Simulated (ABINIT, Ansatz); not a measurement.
# Sr2MgMoO6 (Fm-3m): changed settings of a GW run in ABINIT, part 2 of 2

What do changed inputs do to GW on Sr2MgMoO6 (Fm-3m)?

ABINIT 10.8.3; LDA and many-body steps on it, plane waves. Known limits of the many-body steps: not at the basis limit; no spin-orbit coupling; coarse k mesh.

So far. Step 2 (Screening, 2×2×2 mesh, 124 bands, screening to 114.3 eV): Local fields lower ε∞ by 22 %. On a Γ-centred mesh this coarse the value itself is usually too large, while a short band sum pulls it down. Step 3 (Base): The gap on the mesh goes from 1.89 eV to 3.67 eV, a correction of +1.78 eV.

### Step 4. No symmetry in the self-energy

Level of this step: G0W0 on LDA, plane waves, norm-conserving pseudopotentials (ABINIT).

run.abi

```
acell 3*1.0 Angstrom
rprim 
  0.000000000000 4.001502000000 4.001502000000
  4.001502000000 0.000000000000 4.001502000000
  4.001502000000 4.001502000000 -0.000000000000
ntypat 4
znucl 38 12 42 8
natom 10
typat 1 1 2 3 4 4 4 4 4 4
xred 
  0.250000000000 0.250000000000 0.250000000000
  0.750000000000 0.750000000000 0.750000000000
  0.500000000000 0.500000000000 0.500000000000
  -0.000000000000 0.000000000000 0.000000000000
  0.757256000000 0.242744000000 0.242744000000
  0.242744000000 0.757256000000 0.757256000000
  0.242744000000 0.757256000000 0.242744000000
  0.757256000000 0.242744000000 0.757256000000
  0.242744000000 0.242744000000 0.757256000000
  0.757256000000 0.757256000000 0.242744000000
pp_dirpath "pseudos"
pseudos "Sr.upf, Mg.upf, Mo.upf, O.upf"
ecut 38
ngkpt 2 2 2
nshiftk 1
shiftk 0 0 0
kptopt 1
chksymbreak 0
istwfk *1
occopt 1
irdwfk 1
optdriver 4
nband 124
gwcalctyp 0
ecutsigx 38
symsigma 0
nkptgw 2
kptgw 
  0.0000000000 0.0000000000 0.0000000000
  0.5000000000 0.5000000000 0.0000000000
bdgw 
  38 43
  38 43
ecuteps 4.2
irdscr 1
ppmodel 1
indata_prefix "in"
outdata_prefix "out"
tmpdata_prefix "tmp"
```

Started as:

```sh
$ OMP_NUM_THREADS=1 mpirun -n 4 abinit run.abi > log
```

Log:

```text
.Version 10.8.3 of ABINIT. v10.8.2 released Aug 2026.

 Symmetries : space group Fm -3 m (#225); Bravais cF (face-center cubic)
[... echo of the input left out ...]
== DATASET  1 ==================================================================
-   mpi_nproc: 4, omp_nthreads: 1 (-1 if OMP is not activated)

--- !DatasetInfo
iteration_state: {dtset: 1, }
dimensions: {natom: 10, nkpt: 3, mband: 124, nsppol: 1, nspinor: 1, nspden: 1, mpw: 9721, }
cutoff_energies: {ecut:  38.0, pawecutdg:  -1.0, }
electrons: {nelect:   8.00000000E+01, charge:   0.00000000E+00, occopt:   1.00000000E+00, tsmear:   1.00000000E-02, }

 SIGMA: Calculation of the GW corrections

 Based on a program developped by R.W. Godby, V. Olevano, G. Onida, and L. Reining.
 Incorporated in ABINIT by V. Olevano, G.-M. Rignanese, and M. Torrent.
.Using double precision arithmetic ; gwpc =  8

[... cell and pseudopotentials left out ...]
--------------------------------------------------------------------------------

 ==== K-mesh for the wavefunctions ====
 Number of points in the irreducible wedge :     3
[... list of points left out ...]
 Together with 48 symmetry operations and time-reversal symmetry
 yields     8 points in the full Brillouin Zone.

 ==== Q-mesh for screening function ====
 Number of points in the irreducible wedge :     3
[... list of points left out ...]
 Together with 48 symmetry operations and time-reversal symmetry
 yields     8 points in the full Brillouin Zone.

 vcoul_init : cutoff-mode = AUXILIARY_FUNCTION
 q-points for optical limit:   1
     1)      0.000010    0.000020    0.000030
 setmesh: FFT mesh size selected  =    60x   60x   60
          total number of points  =       216000

 Number of electrons calculated from density =   80.0000; Expected =   80.0000
[...]
number of omega for Sigma on real axis              0
 max omega for Sigma on real axis  [eV]           0.00
 zcut for avoiding poles [eV]                     0.10

 EPSILON^-1 parameters (SCR file):
 dimension of the eps^-1 matrix on file            339
 dimension of the eps^-1 matrix used               339
 number of plane-waves for wavefunctions          9721
 number of bands                                   124
 number of q-points in IBZ                           3
 number of frequencies                               2
 number of real frequencies                          1
 number of imag frequencies                          1

 matrix elements of self-energy operator (all in [eV])

 Perturbative Calculation

--- !SelfEnergy_ee
iteration_state: {dtset: 1, }
kpoint     : [   0.000,    0.000,    0.000, ]
spin       : 1
KS_gap     :    2.061
QP_gap     :    3.812
Delta_QP_KS:    1.751
data: !SigmaeeData |
     Band     E0 <VxcDFT>   SigX SigC(E0)      Z dSigC/dE  Sig(E)    E-E0       E
       38   5.832 -19.807 -24.455   5.005   0.774  -0.292 -19.530   0.276   6.108
       39   5.832 -19.807 -24.455   5.011   0.774  -0.292 -19.526   0.281   6.113
       40   5.832 -19.807 -24.455   5.009   0.774  -0.292 -19.527   0.279   6.111
[...]
--- !SelfEnergy_ee
iteration_state: {dtset: 1, }
kpoint     : [   0.500,    0.500,    0.000, ]
spin       : 1
KS_gap     :    1.966
QP_gap     :    3.749
Delta_QP_KS:    1.783
data: !SigmaeeData |
     Band     E0 <VxcDFT>   SigX SigC(E0)      Z dSigC/dE  Sig(E)    E-E0       E
[...]
42   8.834 -19.782 -14.394  -2.662   0.774  -0.291 -17.671   2.111  10.945
       43   8.834 -19.782 -14.394  -2.663   0.774  -0.292 -17.673   2.109  10.943

== END DATASET(S) ==============================================================
================================================================================

 -outvars: echo values of variables after computation  --------
           etotal      0.0000000000E+00
            nband         124
             nkpt           3
          spgroup         225
 [... the other variables as echoed above ...]

 Calculation completed.
```

It took 47 s on 4 MPI ranks of Arm Neoverse N1, shared host; peak memory 1.4 GiB; 3.1 min of CPU time.

This step gave:

| Quantity | Value |
| --- | --- |
| G0W0 gap on the points computed | 3.664 eV |
| starting gap on the mesh | 1.888 eV |
| k of the valence top | 0, 0, 0 |
| k of the conduction bottom | 0.5, 0.5, 0 |
| Z at the valence top | 0.774 |
| Z at the conduction bottom | 0.815 |
| least direct G0W0 gap on the computed points | 3.750 eV |

Against G0W0 in ABINIT (2×2×2 mesh, 124 bands, screening to 114.3 eV, Godby-Needs plasmon pole), the gap moves by −0.002 eV.

### Step 5. Point off the mesh

Edit run.abi of step 4 so:

```diff
@@ -35,10 +35,8 @@
 ecutsigx 38
-symsigma 0
-nkptgw 2
+symsigma 1
+nkptgw 1
 kptgw 
-  0.0000000000 0.0000000000 0.0000000000
-  0.5000000000 0.5000000000 0.0000000000
+  0.137 0.291 0
 bdgw 
-  38 43
-  38 43
+  40 41
 ecuteps 4.2
```

Log:

```text
.Version 10.8.3 of ABINIT. v10.8.2 released Aug 2026.

 Symmetries : space group Fm -3 m (#225); Bravais cF (face-center cubic)
================================================================================
 Values of the parameters that define the memory need of the present run
     intxc =       0    ionmov =       0      iscf =       7    lmnmax =       6
     lnmax =       6     mgfft =      60  mpssoang =       3    mqgrid =    3001
     natom =      10  nloc_mem =       1    nspden =       1   nspinor =       1
    nsppol =       1      nsym =      48    n1xccc =    2501    ntypat =       4
    occopt =       1   xclevel =       1
-    mband =         124        mffmem =           1         mkmem =           1
       mpw =        9721          nfft =      216000          nkpt =           3
================================================================================
  Rough estimation (10% accuracy) of disk space for files :
================================================================================

--------------------------------------------------------------------------------
------------- Echo of variables that govern the present computation ------------
--------------------------------------------------------------------------------
 -outvars: echo values of preprocessed input variables --------
            acell      1.8897261259E+00  1.8897261259E+00  1.8897261259E+00 Bohr

             bdgw          40      41
      chksymbreak           0
             ecut      3.80000000E+01 Hartree
          ecuteps      4.20000000E+00 Hartree
         ecutsigx      3.80000000E+01 Hartree
          ecutwfn      3.80000000E+01 Hartree
-          fftalg         312
           irdscr           1
           irdwfk           1

              ixc       -1012
[...]
nproj     2     2     0
  pspatm : epsatm=    9.23542517
         --- l  ekb(1:nproj) -->
[...]
pspatm: atomic psp has been read  and splines computed

- Mo Generated using ONCVPSP code by D. R. Hamann
- 42.00000  14.00000  180309                  znucl, zion, pspdat
12 -1012 2 -1 1602                            pspcod,pspxc,lmax,lloc,mmax
     nproj     2     2     2
  pspatm : epsatm=   15.87300509
         --- l  ekb(1:nproj) -->
[...]
pspatm: atomic psp has been read  and splines computed

- O Generated using ONCVPSP code by D. R. Hamann
-  8.00000   6.00000  201201                  znucl, zion, pspdat
12 -1012 2 -1 926                             pspcod,pspxc,lmax,lloc,mmax
     nproj     2     2     1
  pspatm : epsatm=    6.27558587
         --- l  ekb(1:nproj) -->
             0    6.026028    0.816167
             1   -4.798959   -1.172522
             2   -1.033686
 pspatm: atomic psp has been read  and splines computed

   6.97626406E+03                                ecore*ucvol(ha*bohr**3)
--------------------------------------------------------------------------------

 ==== K-mesh for the wavefunctions ====
 Number of points in the irreducible wedge :     3
 Reduced coordinates and weights :

     1)     0.00000000E+00  0.00000000E+00  0.00000000E+00       0.12500
     2)     5.00000000E-01  0.00000000E+00  0.00000000E+00       0.50000
     3)     5.00000000E-01  5.00000000E-01  0.00000000E+00       0.37500

 Together with 48 symmetry operations and time-reversal symmetry
 yields     8 points in the full Brillouin Zone.

--- !ERROR
message: |
    k-point [ 1.3700E-01,  2.9100E-01,  0.0000E+00]  not in the list of k points treated in the preparatory SCF run.
     Change kptgw, or shiftk of previous run.

--- !ERROR
message: |
    k-point [ 1.3700E-01,  2.9100E-01,  0.0000E+00]  not in the list of k points treated in the preparatory SCF run.
     Change kptgw, or shiftk of previous run.

--- from the log ---
k-point [ 1.3700E-01,  2.9100E-01,  0.0000E+00]  not in the list of k points treated in the preparatory SCF run.
     Change kptgw, or shiftk of previous run.
```

It took 4.9 s on 4 MPI ranks; peak memory 0.19 GiB.

The run stopped with an error after 4.9 s.

The program's words: k-point [ 1.3700E-01,  2.9100E-01,  0.0000E+00]  not in the list of k points treated in the preparatory SCF run. Change kptgw, or shiftk of previous run.

The fault put into this input: point off the mesh.

### Step 6. The runs together

Times are wall times on 4 MPI ranks of Arm Neoverse N1, shared host, good to a factor of about two. A run's time includes the screening step that it read.

```tsv
run	mesh	bands	screening cutoff (eV)	DFT gap (eV)	gap on the mesh (eV)	direct (eV)	ε∞ used	time
base	2×2×2	124	114.3	1.888	3.666	3.750	6.03	1.7 min
no symmetry in the self-energy	2×2×2	124	114.3	1.888	3.664	3.750	6.03	2.1 min
```

### Step 7. Outcome

| Quantity | Value |
| --- | --- |
| base | 3.666 eV |
| no symmetry in the self-energy | 3.664 eV |
| known limits | not at the basis limit; no spin-orbit coupling; coarse k mesh |

**Reading.** No symmetry in the self-energy: −0.002 eV against base (keys changed: symsigma). Bands and cutoff are finite, so the gap is not at the basis limit. The miss can reach some tenths of an eV and take either sign; the mesh is an error of its own. In the G0W0 runs levels were corrected at 2 k points alone, so a gap called «on the mesh» is the least over those, and an edge elsewhere would be missed. The 2×2×2 mesh is coarse for this cell, which bears on the long-range parts of exchange and screening. The many-body steps are scalar-relativistic: spin-orbit coupling is not in them.

[Paths, hosts, dates, memory and timing lines, banners, echoed tables and standing remarks are left out of the program output.]

[Logs are printed without paths, hosts, clocks, repeated set-up lines and the standing remarks that a program may print on its own settings, such as how far it seeks lower states.]

[Runs of the session that timed out or met a known fault of the program may be left out.]

[Hosts, paths, dates, database ids (printed as entryN), source tags and the programs' standing remarks are cut or masked in the printed files.]

[G0W0 gaps are taken among the corrected bands and points alone; a level outside them can change the order at an edge.]

[Where Ansatz stands beside ABINIT at settings called matched, ABINIT's density can come from a denser mesh and the files from another edition; pairs whose starting gaps differed by over 0.03 eV were left out, so agreement reads better than it is.]
